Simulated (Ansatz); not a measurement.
# Decaying states in the gap of YScO2F2

A new crystal, YScO2F2: structure, gap and complex bands. It is built by putting Sc for part of the Y in the YOF structure of space group R-3m, with the volume rescaled by atomic radii. The parent structure comes from the Materials Project.

Calculated with Ansatz 0.2.0; LDA DFT, plane waves, PAW files, in the first sound run; inputs show where later runs differ.

The structure was built from a prototype and need not be the compound's stable phase.

### Step 1. Starting point

It takes space group R3m (No. 160, trigonal). The conventional cell has a = 3.709 Å, b = 3.709 Å, c = 18.458 Å, α = 90.00°, β = 90.00°, γ = 120.00°. Nearest to Sc lie 4 O at 2.21 to 2.22 Å and 4 F at 2.36 to 2.37 Å. Nearest to Y lie 4 O at 2.21 to 2.22 Å and 4 F at 2.36 to 2.37 Å. Nearest to O lie 3 Y at 2.21 Å and 1 Sc at 2.22 Å. Nearest to O lie 3 Sc at 2.21 Å and 1 Y at 2.22 Å. F has 1 Y at 2.36 Å and 3 Sc at 2.37 Å nearest. Nearest to F lie 1 Sc at 2.36 Å and 3 Y at 2.37 Å. It derives from YOF. Sc for part of the Y in the YOF structure of space group R-3m. Farther neighbours and most contacts between anions are not listed.

### Step 2. Relaxing the new crystal

The substituted atoms don't fit the parent's cell, so cell and atoms relax together. A small smearing keeps the run stable in case the gap closes on the way.

File input.yaml:

```yaml
crystal:
  lattice:
    - [1.8545096961, 1.0707016723, 6.1528294566]
    - [-1.8545096961, 1.0707016723, 6.1528294566]
    - [0.0, -2.1414033445, 6.1528294566]
  atoms:
    - { symbol: Sc, position: [0.74157135, 0.74157135, 0.74157135] }
    - { symbol: "Y", position: [0.25842865, 0.25842865, 0.25842865] }
    - { symbol: O, position: [0.62116735, 0.62116735, 0.62116735] }
    - { symbol: O, position: [0.37883265, 0.37883265, 0.37883265] }
    - { symbol: F, position: [0.13052214, 0.13052214, 0.13052214] }
    - { symbol: F, position: [0.86947786, 0.86947786, 0.86947786] }
kpoints:
  mp_grid: { grid: [8, 8, 8] }
scf:
  occupations: { method: gaussian, width: 0.03 }
hamiltonian:
  xc: lda
output:
  forces: true
  stress: true
relax:
  f_tol: 0.02
  max_steps: 60
  cell: {}
```

On the command line:

```console
> ansatz run input.yaml --threads 2 --pin off --max-ram 4096MiB --backend cpu --events-out ev --progress --plain --runs-dir out
```

Numbers of over 12 decimals in the logs are rounded to 6 here.

Output:

```text
basis.fft_grid_basis auto: the FFT boxes are laid along the combinations [[1, 0, -1], [0, 1, -1], [0, 0, 1]] of the cell's own vectors, 3.709, 3.709 and 6.515 Å long. The dense box has 25×25×45 points. Along the cell's own vectors, as sized, it would have 45×45×45, 3.24 times as many. Of the 6 symmetry operations that the crystal satisfies within crystal.symmetry.tolerance (time reversal apart; of a slab, those that  [...]
Engine: ansatz 0.2.0, aarch64-unknown-linux-gnu
Pseudopotentials: kind: paw
Pseudopotential: Sc, paw, valence charge 11, recommended cutoff 420 eV (normal), Sc.paw.azcp
Pseudopotential: Y, paw, valence charge 11, recommended cutoff 420 eV (normal), Y.paw.azcp
Pseudopotential: O, paw, valence charge 6, recommended cutoff 420 eV (normal), O.paw.azcp
Pseudopotential: F, paw, valence charge 7, recommended cutoff 420 eV (normal), F.paw.azcp
Functional definition: SPW92
  exchange = slater_x
  correlation = pw_c
Crystal: 6 atoms, lattice volume = 73.303 Å³
Basis set: ecut = 420 eV, 1443 PW (Γ), FFT grids on a1−a3, a2−a3, a3
Bands: 30, of which v1, the nominal top of the filled ones, is band 24 counted from 1 (23 counted from 0)
Symmetry: 6 space group operations
Space group: R3m (ITA 160), of the structure as read, at distance tolerance 4.2e-5 Å
k-points: 65 of 512 (time reversal used)
Non-local potential: Sc, projectors of the file, l = 0: 3, l = 1: 2, l = 2: 3, l = 3: 1
Non-local potential: Y, projectors of the file, l = 0: 3, l = 1: 2, l = 2: 2, l = 3: 1
Non-local potential: O, projectors of the file, l = 0: 2, l = 1: 2, l = 2: 1
Non-local potential: F, projectors of the file, l = 0: 2, l = 1: 2, l = 2: 1
PAW form: soft (Blöchl's): semilocal exchange-correlation on the pseudo side does not see the compensation charge
PAW frozen core: Sc, regenerated for the run's functional, and the local potential with it (the file was generated under x = pbe(κ = 0.804, μ = 0.219515), c = pbe(β = 0.066725))
PAW frozen core: Y, regenerated for the run's functional, and the local potential with it (the file was generated under x = pbe(κ = 0.804, μ = 0.219515), c = pbe(β = 0.066725))
PAW frozen core: O, regenerated for the run's functional, and the local potential with it (the file was generated under x = pbe(κ = 0.804, μ = 0.219515), c = pbe(β = 0.066725))
PAW frozen core: F, regenerated for the run's functional, and the local potential with it (the file was generated under x = pbe(κ = 0.804, μ = 0.219515), c = pbe(β = 0.066725))
PAW one-centre angular grid: Sc, 590 points (default); XC on 64 Gauss nodes
PAW one-centre angular grid: Y, 590 points (default); XC on 64 Gauss nodes
PAW one-centre angular grid: O, 110 points (default); XC on 64 Gauss nodes
PAW one-centre angular grid: F, 110 points (default); XC on 64 Gauss nodes
Initial density: superposition of atomic densities (neutral atoms: chi_scale 0, normalization atom), corrected by the library's trained network
Initial wavefunctions: pseudopotential atomic-orbital guess
Functional: x = slater, c = lda
SCF iter   1: F=—  HF=-8545.060108 eV  |F-HF|=—  |Δ(HF+E_count)|=         —  Δρ=2.05e-2  dr2=2.57e-1  ethr=1.77e-3  ⟨swp⟩=5.3  Hψ=8240  notcnv=0
preconditioner: auto → Resta (q_TF=auto, 2.542 Å⁻¹)  ε∞=4.2  [insulator: Δε(μ)=3.880 eV  Ē_g=16.158 eV  σ=0.030 eV  W_gap=1.00  n_scr=22 (ndim 8)  ℏωp=28.8 eV  f_vac=0.056  D(μ)=0.00/eV (n_scr^D=0)  ε∞_Penn≈4.2]
SCF iter   2: F=—  HF=-8545.000390 eV  |F-HF|=—  |Δ(HF+E_count)|=   5.97e-2  Δρ=7.02e-3  dr2=1.84e-2  ethr=5.35e-4  ⟨swp⟩=2.0  Hψ=3569  notcnv=0  defer=71
SCF iter   3: F=—  HF=-8544.996196 eV  |F-HF|=—  |Δ(HF+E_count)|=   4.19e-3  Δρ=2.69e-3  dr2=3.06e-3  ethr=3.83e-5  ⟨swp⟩=2.1  Hψ=3092  notcnv=0  defer=71
SCF iter   4: F=—  HF=-8544.995630 eV  |F-HF|=—  |Δ(HF+E_count)|=   5.66e-4  Δρ=1.30e-3  dr2=9.54e-4  ethr=6.38e-6  ⟨swp⟩=2.1  Hψ=3185  notcnv=0  defer=71
SCF iter   5: F=—  HF=-8544.995425 eV  |F-HF|=—  |Δ(HF+E_count)|=   2.05e-4  Δρ=2.40e-4  dr2=4.63e-5  ethr=1.99e-6  ⟨swp⟩=2.0  Hψ=2663  notcnv=0  defer=71
SCF iter   6: F=—  HF=-8544.995430 eV  |F-HF|=—  |Δ(HF+E_count)|=   5.68e-6  Δρ=1.47e-4  dr2=1.40e-5  ethr=9.64e-8  ⟨swp⟩=2.0  Hψ=2679  notcnv=0  defer=71
SCF iter   7: F=—  HF=-8544.995430 eV  |F-HF|=—  |Δ(HF+E_count)|=   6.59e-7  Δρ=4.85e-5  dr2=1.81e-6  ethr=2.91e-8  ⟨swp⟩=2.0  Hψ=2726  notcnv=0  defer=71
SCF iter   8: F=—  HF=-8544.995430 eV  |F-HF|=—  |Δ(HF+E_count)|=   5.98e-7  Δρ=1.56e-5  dr2=1.47e-7  ethr=3.76e-9  ⟨swp⟩=2.1  Hψ=2690  notcnv=0  defer=71
SCF iter   9: F=-8544.995430 eV  HF=-8544.995430 eV  |F-HF|=1.15e-8  |Δ(HF+E_count)|=   8.09e-9  Δρ=7.36e-6  dr2=2.52e-8  ethr=2.08e-10  ⟨swp⟩=4.0  Hψ=6158  notcnv=0
SCF 1 converged in 9 iterations: F = -8544.995430 eV  dr2 = 2.52e-8
  greatest PAW one-centre occupation: 0.998 electrons in one spin orbital (limit 2), on the Sc atom at site 0 (counted from 0), in its partial waves of l = 0
relax step   1: F+E_penalty+E_count = -8544.99543023 eV  Δ(F+E_penalty+E_count) = +0.000e0 eV  max|allowed force component| = 1.278e0 eV/Å  Δτ_max = 0.0000 Å  P = -9.788 GPa  Ω = 73.303 Å³  (9 SCF iters, dr2 threshold 1.00e-7 eV, accepted)
Crystal: 6 atoms, lattice volume = 68.490 Å³
Basis set: ecut = 420 eV, 1299 PW (Γ), FFT grids on a1−a3, a2−a3, a3
Initial density: handed on by an earlier stage of this run
Initial wavefunctions: those handed on with the density
iter 1 solved again at ethr=4.95e-4 eV; its pass at ethr=3.10e-3 eV (dr2=2.38e-1 eV) is discarded
SCF iter   1: F=—  HF=-8545.406133 eV  |F-HF|=—  |Δ(HF+E_count)|=         —  Δρ=1.71e-2  dr2=2.38e-1  ethr=4.95e-4  ⟨swp⟩=1.0  Hψ=10371  notcnv=0
preconditioner: auto → Resta (q_TF=auto, 2.571 Å⁻¹)  ε∞=4.1  [insulator: Δε(μ)=4.594 eV  Ē_g=16.855 eV  σ=0.030 eV  W_gap=1.00  n_scr=22 (ndim 8)  ℏωp=29.8 eV  f_vac=0.031  D(μ)=0.00/eV (n_scr^D=0)  ε∞_Penn≈4.1]
SCF iter   2: F=—  HF=-8545.345935 eV  |F-HF|=—  |Δ(HF+E_count)|=   6.02e-2  Δρ=7.86e-3  dr2=3.68e-2  ethr=4.95e-4  ⟨swp⟩=2.7  Hψ=3223  notcnv=0  defer=3
SCF iter   3: F=—  HF=-8545.335658 eV  |F-HF|=—  |Δ(HF+E_count)|=   1.03e-2  Δρ=3.29e-3  dr2=1.10e-2  ethr=7.66e-5  ⟨swp⟩=2.4  Hψ=3456  notcnv=0  defer=106
SCF iter   4: F=—  HF=-8545.332095 eV  |F-HF|=—  |Δ(HF+E_count)|=   3.56e-3  Δρ=1.18e-3  dr2=9.01e-4  ethr=2.30e-5  ⟨swp⟩=2.0  Hψ=2901  notcnv=0  defer=106
SCF iter   5: F=—  HF=-8545.331929 eV  |F-HF|=—  |Δ(HF+E_count)|=   1.66e-4  Δρ=6.74e-4  dr2=2.71e-4  ethr=1.88e-6  ⟨swp⟩=2.0  Hψ=2720  notcnv=0  defer=106
SCF iter   6: F=—  HF=-8545.331881 eV  |F-HF|=—  |Δ(HF+E_count)|=   4.74e-5  Δρ=1.93e-4  dr2=1.93e-5  ethr=5.64e-7  ⟨swp⟩=2.0  Hψ=2744  notcnv=0  defer=106
[...]
SCF iter   1: F=—  HF=-8545.337413 eV  |F-HF|=—  |Δ(HF+E_count)|=         —  Δρ=1.75e-3  dr2=1.43e-3  ethr=2.98e-6  ⟨swp⟩=1.7  Hψ=8537  notcnv=0
preconditioner: auto → Resta (q_TF=auto, 2.572 Å⁻¹)  ε∞=4.1  [insulator: Δε(μ)=4.596 eV  Ē_g=17.033 eV  σ=0.030 eV  W_gap=1.00  n_scr=22 (ndim 8)  ℏωp=29.8 eV  f_vac=0.042  D(μ)=0.00/eV (n_scr^D=0)  ε∞_Penn≈4.1]
SCF iter   2: F=—  HF=-8545.336992 eV  |F-HF|=—  |Δ(HF+E_count)|=   4.21e-4  Δρ=8.37e-4  dr2=3.20e-4  ethr=2.98e-6  ⟨swp⟩=2.4  Hψ=2961  notcnv=0
SCF iter   3: F=—  HF=-8545.336891 eV  |F-HF|=—  |Δ(HF+E_count)|=   1.01e-4  Δρ=3.87e-4  dr2=8.06e-5  ethr=6.67e-7  ⟨swp⟩=2.0  Hψ=3055  notcnv=0
SCF iter   4: F=—  HF=-8545.336872 eV  |F-HF|=—  |Δ(HF+E_count)|=   1.85e-5  Δρ=8.80e-5  dr2=6.19e-6  ethr=1.68e-7  ⟨swp⟩=2.0  Hψ=2855  notcnv=0
SCF iter   5: F=—  HF=-8545.336871 eV  |F-HF|=—  |Δ(HF+E_count)|=   8.44e-7  Δρ=3.68e-5  dr2=9.24e-7  ethr=1.29e-8  ⟨swp⟩=2.5  Hψ=2703  notcnv=0
SCF iter   6: F=-8545.336871 eV  HF=-8545.336871 eV  |F-HF|=1.03e-7  |Δ(HF+E_count)|=   8.79e-8  Δρ=1.79e-5  dr2=2.12e-7  ethr=1.25e-9  ⟨swp⟩=4.0  Hψ=6058  notcnv=0
SCF 3 converged in 6 iterations: F = -8545.336871 eV  dr2 = 2.12e-7
relax step   3: F+E_penalty+E_count = -8545.33687127 eV  Δ(F+E_penalty+E_count) = -4.987e-3 eV  max|allowed force component| = 2.593e-1 eV/Å  Δτ_max = 0.0170 Å  P = +0.232 GPa  Ω = 68.441 Å³  energy of the carried Pulay correction = +2.793e-2 eV  (6 SCF iters, dr2 threshold 6.00e-7 eV, accepted)
[... from here on, the SCF cycles and remarks between the steps are left out ...]
relax step   4: F+E_penalty+E_count = -8545.33859478 eV  Δ(F+E_penalty+E_count) = -1.724e-3 eV  max|allowed force component| = 1.155e-1 eV/Å  Δτ_max = 0.0086 Å  P = +0.123 GPa  Ω = 68.530 Å³  energy of the carried Pulay correction = +2.740e-2 eV  (5 SCF iters, dr2 threshold 6.00e-7 eV, accepted)
relax step   5: F+E_penalty+E_count = -8545.33904446 eV  Δ(F+E_penalty+E_count) = -4.497e-4 eV  max|allowed force component| = 3.414e-2 eV/Å  Δτ_max = 0.0078 Å  P = +0.065 GPa  Ω = 68.589 Å³  energy of the carried Pulay correction = +2.705e-2 eV  (5 SCF iters, dr2 threshold 6.00e-7 eV, accepted)
relax step   6: F+E_penalty+E_count = -8545.33899528 eV  Δ(F+E_penalty+E_count) = +4.919e-5 eV  max|allowed force component| = 1.389e-2 eV/Å  Δτ_max = 0.0016 Å  P = +0.014 GPa  Ω = 68.613 Å³  energy of the carried Pulay correction = +2.691e-2 eV  (5 SCF iters, dr2 threshold 9.87e-8 eV, accepted)
relax step   7: F+E_penalty+E_count = -8545.33898218 eV  Δ(F+E_penalty+E_count) = +1.309e-5 eV  max|allowed force component| = 2.836e-3 eV/Å  Δτ_max = 0.0009 Å  P = +0.003 GPa  Ω = 68.618 Å³  energy of the carried Pulay correction = +2.688e-2 eV  (5 SCF iters, dr2 threshold 1.32e-8 eV, accepted)
relax step   8: F+E_penalty+E_count = -8545.32029120 eV  Δ(F+E_penalty+E_count) = +1.869e-2 eV  max|allowed force component| = 3.227e-3 eV/Å  Δτ_max = 0.0000 Å  P = -0.513 GPa  Ω = 68.618 Å³  stress off target by 5.45e-1 GPa  SCF on the basis re-selected at this cell (its energy is not comparable with the rows above)  (8 SCF iters)
relax step   9: F+E_penalty+E_count = -8545.32248863 eV  Δ(F+E_penalty+E_count) = -2.197e-3 eV  max|allowed force component| = 3.656e-2 eV/Å  Δτ_max = 0.0013 Å  P = +0.441 GPa  Ω = 68.258 Å³  energy of the carried Pulay correction = +2.107e-3 eV  (6 SCF iters, dr2 threshold 6.00e-7 eV, accepted)
relax step  10: F+E_penalty+E_count = -8545.32184981 eV  Δ(F+E_penalty+E_count) = +6.388e-4 eV  max|allowed force component| = 2.955e-3 eV/Å  Δτ_max = 0.0015 Å  P = +0.005 GPa  Ω = 68.411 Å³  energy of the carried Pulay correction = +1.217e-3 eV  (5 SCF iters, dr2 threshold 5.08e-7 eV, accepted)
iter 1 solved again at ethr=1.17e-8 eV; its pass at ethr=3.10e-3 eV (dr2=5.62e-6 eV) is discarded
SCF iter   1: F=—  HF=-8545.320595 eV  |F-HF|=—  |Δ(HF+E_count)|=         —  Δρ=4.64e-5  dr2=4.59e-7  ethr=1.17e-8  ⟨swp⟩=3.0  Hψ=13796  notcnv=0
preconditioner: auto → Resta (q_TF=auto, 2.572 Å⁻¹)  ε∞=4.1  [insulator: Δε(μ)=4.595 eV  Ē_g=17.043 eV  σ=0.030 eV  W_gap=1.00  n_scr=22 (ndim 8)  ℏωp=29.8 eV  f_vac=0.043  D(μ)=0.00/eV (n_scr^D=0)  ε∞_Penn≈4.1]
SCF iter   2: F=—  HF=-8545.320595 eV  |F-HF|=—  |Δ(HF+E_count)|=   3.05e-7  Δρ=1.91e-5  dr2=1.00e-7  ethr=9.56e-10  ⟨swp⟩=2.0  Hψ=3185  notcnv=0
SCF iter   3: F=—  HF=-8545.320595 eV  |F-HF|=—  |Δ(HF+E_count)|=   4.22e-9  Δρ=9.95e-6  dr2=2.59e-8  ethr=2.09e-10  ⟨swp⟩=2.0  Hψ=2506  notcnv=0
SCF iter   4: F=—  HF=-8545.320595 eV  |F-HF|=—  |Δ(HF+E_count)|=   2.51e-9  Δρ=3.03e-6  dr2=4.93e-9  ethr=5.39e-11  ⟨swp⟩=2.0  Hψ=2746  notcnv=0
SCF iter   5: F=—  HF=-8545.320595 eV  |F-HF|=—  |Δ(HF+E_count)|=  5.62e-10  Δρ=1.02e-6  dr2=7.25e-10  ethr=1.03e-11  ⟨swp⟩=2.0  Hψ=3120  notcnv=0
SCF iter   6: F=-8545.320595 eV  HF=-8545.320595 eV  |F-HF|=1.64e-11  |Δ(HF+E_count)|=  9.82e-11  Δρ=2.77e-7  dr2=3.76e-11  ethr=1.00e-12  ⟨swp⟩=3.0  Hψ=7502  notcnv=0
SCF 11 converged in 6 iterations: F = -8545.320595 eV  dr2 = 3.76e-11
relax step  11: F+E_penalty+E_count = -8545.32059489 eV  Δ(F+E_penalty+E_count) = +1.255e-3 eV  max|allowed force component| = 2.938e-3 eV/Å  Δτ_max = 0.0000 Å  P = -0.015 GPa  Ω = 68.411 Å³  stress off target by 1.97e-2 GPa  SCF on the basis re-selected at this cell (its energy is not comparable with the rows above)  (6 SCF iters)
basis re-selected at this cell: Δ(F+E_penalty+E_count) = +1.255e-3 eV, ΔP = -0.019 GPa vs the last step (what re-selecting the basis moved, of the pressure what is left beyond the Pulay correction that the steps carried, after the strain that the cell walked since its last selection, with what the two solves' SCF thresholds leave and, on support functions, any second-order correction that the steps lacked; it is no m [...]
SCF converged after 6 iterations
Free energy (F): -8545.320595 eV
Harris-Foulkes:  -8545.320595 eV  (|F-HF|=1.64e-11)
Internal energy: -8545.320595 eV  (E = F + TS)
E sigma→0 (E₀):  -8545.320595 eV
Fermi energy:    10.782787 eV
--- Per-component energies (eV) ---
  E_band       = -242.936140
  E_kinetic    = 1335.685719
  E_local      = -2832.331369  (includes V_loc(G=0)·N_el)
  E_nonlocal   = 386.584731
  E_hartree    = 985.229155
  E_xc         = -582.148218
  E_vxc        = -723.782976  (∫ρ·V_xc dr)
  E_paw        = -4302.689353  (= ΣΔE_a)
  E_vpaw       = -379.559667  (= ΣTr[D̂ρ^β])
  E_aug_tail   = 0.009073  (compensation charges beyond the density's cutoff)
  E_ewald      = -3536.715189
  E_core_change = 1.054855  (= ΣΔE_core)
  E_smearing   = -0.000000  (= −TS)
  E_closure    = 0.000000  (closes the sum)
  Σ components = -8545.320595   (vs F -8545.320595, Δ=0.00e0)
--- Forces (eV/Å), atoms counted from 1 ---
  atom   1  Sc     0.00000000     0.00000000     0.00037093
  atom   2  Y      0.00000000    -0.00000000    -0.00138923
  atom   3  O      0.00000000    -0.00000000    -0.00009132
  atom   4  O      0.00000000     0.00000000     0.00293829
  atom   5  F      0.00000000    -0.00000000    -0.00008611
  atom   6  F      0.00000000    -0.00000000    -0.00174381
  max |Σ_I F_I| component: 1.26e-6 eV/Å
--- Stress (GPa, compression-positive) ---
       -0.012439       0.000000      -0.000000
        0.000000      -0.012439      -0.000000
       -0.000000      -0.000000      -0.019667
  P = ⅓ Tr σ = -0.0148 GPa (-0.148 kbar)
--- Relaxed structure (9 steps of the walk, 9 accepted, 2 SCFs on fresh bases) ---
  F+E_penalty+E_count = -8545.32059489 eV   max|allowed force component| = 2.938e-3 eV/Å   (the final SCF, on the basis selected at the relaxed cell)
  cell:  # Å, volume = 68.4107 Å³
    - [1.816326, 1.048656, 5.986125]
    - [-1.816326, 1.048656, 5.986125]
    - [0, -2.097313, 5.986125]
  atoms:
    - { symbol: Sc, position: [0.739723, 0.739723, 0.739723] }
    - { symbol: Y, position: [0.257362, 0.257362, 0.257362] }
    - { symbol: O, position: [0.625937, 0.625937, 0.625937] }
    - { symbol: O, position: [0.383018, 0.383018, 0.383018] }
    - { symbol: F, position: [0.126963, 0.126963, 0.126963] }
    - { symbol: F, position: [0.866998, 0.866998, 0.866998] }
```

Run time: 61 s. Hardware: 2 threads of Arm Neoverse V2, shared host; peak memory 0.41 GiB.

Relaxation path:

```csv
step,energy less that of the first step (eV),largest force component (eV/Å),pressure (GPa),volume (Å³)
1,0.0000,1.2778,-9.79,73.30
2,-0.3365,0.2512,0.15,68.49
3,-0.3414,0.2593,0.23,68.44
4,-0.3432,0.1155,0.12,68.53
5,-0.3436,0.0341,0.06,68.59
6,-0.3436,0.0139,0.01,68.61
7,-0.3436,0.0028,0.00,68.62
8*,-0.3249,0.0032,-0.51,68.62
9,-0.3271,0.0366,0.44,68.26
10,-0.3264,0.0030,0.00,68.41
11*,-0.3252,0.0029,-0.01,68.41
```

Relaxation steps marked * repeat the geometry before them on a plane-wave basis chosen anew for their cell, so energy and pressure can jump there.

The run keeps the 6 symmetry operations that it works with, so distortions that break them were not tested.

```csv
"conventional cell, symmetrised",before,after,change
a (Å),3.709,3.633,-2.1 %
b (Å),3.709,3.633,-2.1 %
c (Å),18.458,17.958,-2.7 %
volume (Å³/atom),12.22,11.40,-6.7 %
```

The atoms that moved most (Å, as changes of fractional coordinates times the final cell):

```csv
atom,dx,dy,dz,length
O3,0.000,0.000,0.086,0.086
O4,0.000,0.000,0.075,0.075
F5,0.000,0.000,-0.064,0.064
F6,0.000,0.000,-0.045,0.045
Sc1,0.000,0.000,-0.033,0.033
Y2,0.000,0.000,-0.019,0.019
```

The relaxed structure:

```
Sc Y O F
1.0
     1.81633    1.04866    5.98612
    -1.81633    1.04866    5.98612
     0.00000   -2.09731    5.98612
Sc Y O F
1 1 2 2
Cartesian
  0.0000 0.0000 13.2842
  0.0000 0.0000 4.6218
  0.0000 0.0000 11.2408
  0.0000 0.0000 6.8784
  0.0000 0.0000 2.2800
  0.0000 0.0000 15.5699
```

Numbers from this step:

```
free energy  : -8545.3206 eV
Fermi energy : 10.78 eV
pressure     : -0.01485 GPa
```

The largest force component on a free atom ends at 0.0029 eV/Å.

[end of part 1 of 4]

[Logs are printed without paths, hosts, clocks, repeated set-up lines and the standing remarks that a program may print on its own settings, such as how far it seeks lower states.]

[Hosts, paths, dates, database ids (printed as entryN), source tags and the programs' standing remarks are cut or masked in the printed files.]

[New means built here by substitution; the compound itself may be known and measured.]
